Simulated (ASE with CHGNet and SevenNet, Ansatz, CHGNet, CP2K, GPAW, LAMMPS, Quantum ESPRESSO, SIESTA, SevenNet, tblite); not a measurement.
## Machine-learned potentials on aqueous Cs+ and SO4 2-, 1.7 mol of salt per kg of water at 360 K (106 atoms): settings against a plane-wave reference

Aim: run aqueous Cs+ and SO4 2-, 1.7 mol of salt per kg of water at 360 K (106 atoms) in machine-learned potentials and see how near its forces come to a plane-wave reference, and at what cost.

Calculated with ASE with CHGNet and SevenNet; the method is named at each step.

## 1. The starting structure

The cell holds 106 atoms: 37 O, 1 S, 66 H and 2 Cs. Cell: a = 10.287 Å, b = 10.287 Å, c = 10.287 Å, α = 90.0°, β = 90.0°, γ = 90.0°. 33 H2O, 2 Cs+, 1 SO4 2- placed at random, at 1.46 g/cm³; overlaps pushed apart, then 10 ps at 420 K with Joung-Cheatham ions (J. Phys. Chem. B 112, 9020 (2008)); MMFF94 bonds, angles, torsions, charges and radii (Halgren, J. Comput. Chem. 17, 490 (1996)) in harmonic and 12-6 forms; SPC/E water (Berendsen, Grigera and Straatsma, J. Phys. Chem. 91, 6269 (1987)). Snapshot after 20 ps at 360 K and fixed volume.

The yardstick, on the same geometry:

| Property | Result |
| --- | --- |
| method | Kohn-Sham DFT, PBE, PAW, plane waves (Ansatz 0.2.0); cutoff 420 eV, Γ point, fermi-dirac smearing of 0.05 eV; PAW set soft_2 |
| r.m.s. force component | 0.6808 eV/Å |
| longest force | 3.854 eV/Å |
| pressure | 0.4929 GPa |
| gap (highest filled to lowest empty level) | 4.141 eV |
| SCF cycles | 9 |
| time | 5.8 s on 8 threads of Arm Neoverse V2, shared host |
| CPU time | 40 s |

## 2. CHGNet r2SCAN potential

Method: machine-learned interatomic potential CHGNet r2SCAN, trained on r2SCAN plane-wave data.

Contents of run.py:

```python
import numpy as np
from ase.io import read
import mlip  # loads the published weights by name

atoms = read("structure.xyz")
atoms.calc = mlip.calc("chgnet-r2scan")
energy = atoms.get_potential_energy()
forces = atoms.get_forces()
print(f"energy {energy:.6f} eV")
print("forces (eV/A)")
for i, (a, f) in enumerate(zip(atoms, forces)):
    print(f"{i:4d} {a.symbol:2s} {f[0]:10.5f} {f[1]:10.5f} {f[2]:10.5f}")
stress = -atoms.get_stress(voigt=False) * 160.21766
print("stress (GPa, compression positive)")
for row in stress:
    print(" ".join(f"{x:10.4f}" for x in row))
```

Contents of structure.xyz:

```xyz
106
Lattice="10.28660 0.00000 0.00000 0.00000 10.28660 0.00000 0.00000 0.00000 10.28660" Properties=species:S:1:pos:R:3 pbc="T T T"
O 3.43254 8.34439 10.18764
S 2.11647 7.86935 0.23268
O 1.15519 8.89462 0.40797
O 1.72753 7.01947 9.42829
O 2.21831 7.04478 1.40371
O 5.87529 3.03115 5.17838
H 6.37718 3.07682 6.04214
H 5.34142 2.18611 5.14741
O 3.70379 0.10050 1.69821
H 3.60782 9.63392 1.04738
H 4.03811 10.03242 2.57144
O 5.29873 10.27261 4.16021
H 6.15015 0.09001 3.64619
H 5.50426 9.94714 5.08323
O 4.93613 5.34379 8.06984
H 4.12596 5.82201 7.73079
H 5.18784 5.70865 8.96621
O 2.38083 9.19437 5.23722
H 2.86739 8.60577 4.59163
H 2.57360 10.15246 5.02531
O 9.66704 3.67715 5.37228
H 9.17575 4.49298 5.67728
H 9.48023 3.51853 4.40277
O 3.34808 1.64442 5.24534
H 4.06753 1.15035 4.75714
H 3.22598 2.54768 4.83388
O 8.71738 1.10972 5.78590
H 9.07556 1.99807 5.49829
H 8.50311 0.55959 4.97871
O 8.29265 10.10946 3.33080
H 7.79745 0.30644 2.60909
H 9.21268 9.88378 3.01027
O 5.70701 0.42329 6.65399
H 5.32332 0.33339 7.57310
H 6.70275 0.49252 6.71386
O 2.88416 4.33704 4.51643
H 3.79956 4.73657 4.56550
H 2.28126 4.94734 4.00262
O 3.63240 7.42631 3.50660
H 4.31502 6.71520 3.67551
H 3.03146 7.14085 2.76010
O 5.52812 7.09673 0.10348
H 4.75529 7.71536 0.24482
H 5.45529 6.32317 0.73313
O 0.93227 5.73046 3.22547
H 0.15944 5.14505 2.98065
H 1.22493 6.24942 2.42229
O 7.85361 0.11336 0.17539
H 8.02056 9.42787 0.34018
H 8.64496 0.51382 10.00022
O 8.87857 4.55079 2.71700
H 8.13711 4.83717 3.32391
H 8.53850 4.49638 1.77814
O 7.49996 7.13005 3.95551
H 7.25987 8.06634 3.69906
H 8.36105 7.13417 4.46397
[... 46 atom lines left out ...]
H 3.99490 2.15556 9.43096
H 4.66826 3.46144 8.71830
Cs 0.16047 8.48912 7.84806
Cs 1.63351 3.04998 6.97987
```

Launch:

```bash
OMP_NUM_THREADS=1 python run.py > output.txt
```

The log of the run:

```text
CHGNet vr2scan initialized with 412,525 parameters
CHGNet will run on cpu
energy -617.675537 eV
forces (eV/A)
   0 O     1.13736    1.74685   -0.28214
   1 S     1.37246   -1.15217   -0.56876
   2 O    -1.66418    2.01542    0.28276
   3 O    -0.77262   -1.45775   -1.23338
   4 O    -0.25476   -0.90048    1.85583
   5 O     0.36719   -0.90617    1.23126
   6 H    -0.90522   -0.34632   -1.32638
   7 H     0.82135    1.05703    0.34424
   8 O     0.24849   -0.90844    0.47399
   9 H     0.10042    0.62658    0.70079
  10 H    -0.30325    0.23306   -0.79297
  11 O     0.97909   -0.16269   -0.67579
  12 H    -1.23636   -0.08455    0.95557
  13 H    -0.07330    0.49131   -0.46932
  14 O    -0.00249    0.52361    0.62407
  15 H     0.83384   -0.24861    0.29014
  16 H    -0.39204   -0.21600   -1.07413
  17 O     0.37778    0.44544   -0.38741
  18 H    -0.23495    0.51352    0.34322
  19 H    -0.13202   -1.15382    0.29015
  20 O    -0.78056    0.48583   -1.08130
  21 H     0.29230   -0.84365   -0.36277
  22 H     0.23335    0.57623    1.16847
  23 O     0.50274    0.11163   -0.93744
[...]
98 O     0.79221    0.34927    0.46116
  99 H    -0.10917    1.05705   -0.70127
 100 H    -0.82078   -1.21031    0.27609
 101 O     1.05791   -0.76190    0.79973
 102 H    -0.02983    1.13672   -0.95929
 103 H    -1.08588   -0.46077    0.20520
 104 Cs   -0.80298    0.60493   -0.80098
 105 Cs    0.02797   -0.08338    0.09476
stress (GPa, compression positive)
   -2.0083    -0.4464     0.0492
   -0.4464    -3.2551     0.6002
    0.0492     0.6002    -1.6331
```

The job ended after 4.4 s (1 thread of Arm Neoverse V2, shared host; peak memory 1.8 GiB).

Banners, paths, timers and routine set-up lines are dropped from the logs unmarked, and long logs keep their key lines alone; longer cuts are marked.

Compared with the plane-wave run:

* r.m.s. force component: 0.675 eV/Å
* r.m.s. difference of force components: 265.9 meV/Å
* longest difference of force vectors: 1230 meV/Å
* force difference over r.m.s. force: 39.05 %
* slope of forces against the reference's: 0.9153
* correlation of force components: 0.9231
* pressure: -2.299 GPa
* pressure difference: -2.792 GPa

Length of the force difference by element (eV/Å):

```
element  atoms  mean  most
     Cs      2  0.38  0.64
      H     66  0.29  0.47
      O     37  0.60   1.2
      S      1   1.2   1.2
```

A closer look about O93, picked at random: 9 atoms, nearest first, numbered in the order of the input, with positions taken from that point.

```
atom      x      y      z  distance (Å)  bonds     Fx     Fy  Fz (eV/Å)
 O93   0.00   0.00   0.00          0.00      2   0.16  -0.42       0.24
 H95  -0.94   0.27   0.21          1.00      1   0.48  -0.61      -0.30
 H94   0.14  -0.95   0.27          1.00      1  -0.30   0.70      -0.06
 H85   1.61   0.38  -0.59          1.75      1   0.31   0.46      -0.20
 H44  -0.09   2.07   0.10          2.07      1   0.24   1.11      -0.88
 H17  -0.36   1.45  -1.95          2.46      1  -0.39  -0.22      -1.07
H104  -0.88  -0.80  -2.20          2.50      1  -1.09  -0.46       0.21
 O69  -2.60   0.40   0.05          2.63      2  -0.52   0.35      -0.73
 O84   2.50   0.77  -0.83          2.74      2  -0.11   0.69       0.47
```

Atoms are counted from 1 here, from 0 in the log.

Forces lie 39 % from the reference's, at 0.11 times its CPU time (on 1 against 8 cores).

## 3. SevenNet l3i5 potential

Method: machine-learned interatomic potential SevenNet l3i5, trained on PBE(+U) plane-wave data.

Changes to run.py since step 2:

```diff
@@ -5,3 +5,3 @@
 atoms = read("structure.xyz")
-atoms.calc = mlip.calc("chgnet-r2scan")
+atoms.calc = mlip.calc("7net-l3i5")
 energy = atoms.get_potential_energy()
```

structure.xyz is that of step 2.

The log of the run:

```text
energy -517.050293 eV
forces (eV/A)
   0 O     1.33035    2.49128   -0.24803
   1 S     1.99403   -2.08943   -0.91287
   2 O    -2.05133    2.47263    0.40333
   3 O    -0.93763   -1.77309   -1.42607
   4 O    -0.32716   -0.93900    2.26168
   5 O     0.54693   -0.23067    0.74777
   6 H    -0.89207   -0.61026   -1.12322
   7 H     0.86147    0.81075    0.67422
   8 O     0.26091   -0.39432    0.53369
   9 H     0.18153    0.44291    0.60510
  10 H    -0.18290   -0.01782   -0.52584
  11 O     0.51045   -0.21319   -1.04321
  12 H    -0.96469   -0.06450    0.96186
  13 H     0.06308    0.48463   -0.17330
  14 O     0.37873   -0.04657    0.38012
  15 H     0.71441    0.09266    0.09016
  16 H    -0.45933    0.09039   -0.92162
  17 O     0.08460    0.21644    0.07618
  18 H    -0.08656    0.40388    0.11711
  19 H    -0.03792   -0.87400    0.27838
  20 O    -0.50163    0.22946   -1.03750
  21 H    -0.02289   -0.64639   -0.26480
  22 H     0.12668    0.69230    0.83639
  23 O     0.24100   -0.13288   -0.69266
[...]
98 O     0.20444    0.32428   -0.08427
  99 H     0.17157    1.22141   -0.58931
 100 H    -0.68248   -1.15012    0.56603
 101 O     0.48498   -0.76346    0.62432
 102 H     0.21732    0.89582   -0.86285
 103 H    -0.86193   -0.27398    0.22754
 104 Cs   -1.25140    1.02323   -1.28523
 105 Cs    0.04664   -0.24951    0.05512
stress (GPa, compression positive)
    0.5344    -0.4382     0.2057
   -0.4382    -0.8772     0.5539
    0.2057     0.5539     1.0662
```

The job ended after 11 s (1 thread; peak memory 2.1 GiB).

Compared with the plane-wave run:

- r.m.s. force component: 0.6233 eV/Å
- r.m.s. difference of force components: 80.17 meV/Å
- longest difference of force vectors: 621.9 meV/Å
- force difference over r.m.s. force: 11.78 %
- slope of forces against the reference's: 0.9122
- correlation of force components: 0.9963
- pressure: 0.2411 GPa
- pressure difference: -0.2518 GPa

Against the first run (39 %), the force difference from the reference is 12 %, at 2.6 times the CPU time.

## 4. SevenNet 0 potential

Method: machine-learned interatomic potential SevenNet 0, trained on PBE(+U) plane-wave data.

Changes to run.py since step 3:

```diff
@@ -5,3 +5,3 @@
 atoms = read("structure.xyz")
-atoms.calc = mlip.calc("7net-l3i5")
+atoms.calc = mlip.calc("7net-0")
 energy = atoms.get_potential_energy()
```

structure.xyz is that of step 3.

The log of the run:

```text
energy -517.156006 eV
forces (eV/A)
   0 O     1.30867    2.50645   -0.31610
   1 S     1.95811   -2.13744   -1.08387
   2 O    -2.07539    2.51932    0.40055
   3 O    -0.96338   -1.68156   -1.37507
   4 O    -0.39539   -0.92915    2.28950
   5 O     0.50696   -0.25103    0.77263
   6 H    -0.88040   -0.59646   -1.13838
   7 H     0.85545    0.82172    0.65505
   8 O     0.29944   -0.38691    0.49814
   9 H     0.12816    0.43443    0.62824
  10 H    -0.17538    0.00322   -0.52638
  11 O     0.46106   -0.17859   -1.03323
  12 H    -0.96107   -0.08512    0.95112
  13 H     0.07844    0.49310   -0.14131
  14 O     0.40797   -0.06368    0.36369
  15 H     0.68737    0.10204    0.10095
  16 H    -0.45879    0.10628   -0.90830
  17 O     0.13948    0.26803    0.11247
  18 H    -0.08856    0.38095    0.08075
  19 H    -0.05058   -0.88898    0.25318
  20 O    -0.46172    0.19790   -1.03005
  21 H    -0.02950   -0.65071   -0.29639
  22 H     0.12813    0.73285    0.86496
  23 O     0.25462   -0.15982   -0.68414
[...]
98 O     0.18249    0.31310   -0.06656
  99 H     0.18282    1.14482   -0.57401
 100 H    -0.67899   -1.11770    0.56036
 101 O     0.43281   -0.79282    0.56866
 102 H     0.24079    0.93419   -0.85465
 103 H    -0.86926   -0.29065    0.26005
 104 Cs   -1.16211    0.97261   -1.12454
 105 Cs    0.07373   -0.21539    0.13105
stress (GPa, compression positive)
    0.4973    -0.4424     0.1736
   -0.4424    -0.8631     0.5205
    0.1736     0.5205     1.0780
```

The job ended after 7.6 s (1 thread; peak memory 1.2 GiB).

Compared with the plane-wave run:

```
r.m.s. force component                  : 0.6197 eV/Å
r.m.s. difference of force components   : 85.36 meV/Å
longest difference of force vectors     : 629 meV/Å
force difference over r.m.s. force      : 12.54 %
slope of forces against the reference's : 0.9065
correlation of force components         : 0.9958
pressure                                : 0.2374 GPa
pressure difference                     : -0.2555 GPa
```

Against the first run (39 %), the force difference from the reference is 13 %, at 1.7 times the CPU time.

## 5. All runs compared

Differences are against the plane-wave reference, forces as r.m.s. over components; share is that over the reference's r.m.s. force, slope the least-squares factor from reference forces to these. Total energies of different programs have different zeros and aren't compared.

```
                    run  Δ force, r.m.s. (meV/Å)  share (%)  slope  Δ pressure (GPa)  cores  CPU time  memory (GiB)
              reference                        -          -      -                 -      8      40 s           1.2
CHGNet r2SCAN potential                      266       39.1  0.915             -2.79      1     4.3 s           1.8
SevenNet l3i5 potential                     80.2       11.8  0.912            -0.252      1      11 s           2.1
   SevenNet 0 potential                     85.4       12.5  0.906            -0.256      1     7.6 s           1.2
```

Times of the machine-learned potentials are mostly Python's start and the loading of weights.

CPU time is summed over cores on a shared host, where runs went side by side, so it is rough. Symmetry, cutoffs, thresholds, outputs and thread counts weren't matched or tuned between programs; memory under MPI is the largest rank's times the ranks.

## 6. Results

```yaml
nearest_in_forces: SevenNet l3i5 potential, 12 %
its_cpu_time: 11 s
```

Machine-learned potentials differ by 12 % (SevenNet l3i5 potential) to 39 % (CHGNet r2SCAN potential); they were trained on other programs' data, some at another functional. Machine-learned potentials mimic data converged in k, so the reference's own k-point error enters their differences. The network of contacts between molecules at the start is that of the classical potential that made the cell, and needn't be the one that DFT or experiment would give. The concentration wasn't checked against solubility and may exceed it. The reference's PBE has no dispersion term, which matters for the binding between molecules or layers. The density was typed from a rule of thumb and may lie off the real one at this temperature. The electronic-structure runs sample only Γ, in a cell whose shortest periodic width is 10 Å. Spin–orbit coupling is left out, which matters for the levels of the heavy elements.

[Also dropped from logs without a mark: logging warnings of Python, and SIESTA's first energy breakdown and zero terms.]

[Logs are printed without paths, hosts, clocks, repeated set-up lines and the standing remarks that a program may print on its own settings, such as how far it seeks lower states.]

[Hosts, paths, dates, database ids (printed as entryN), source tags and the programs' standing remarks are cut or masked in the printed files.]

[The MMFF94 radii named for the starting cell were scaled by 0.96; in molecules described by MMFF94, hydrogen bound to N, O or S took a small fixed 12-6 site in their place.]
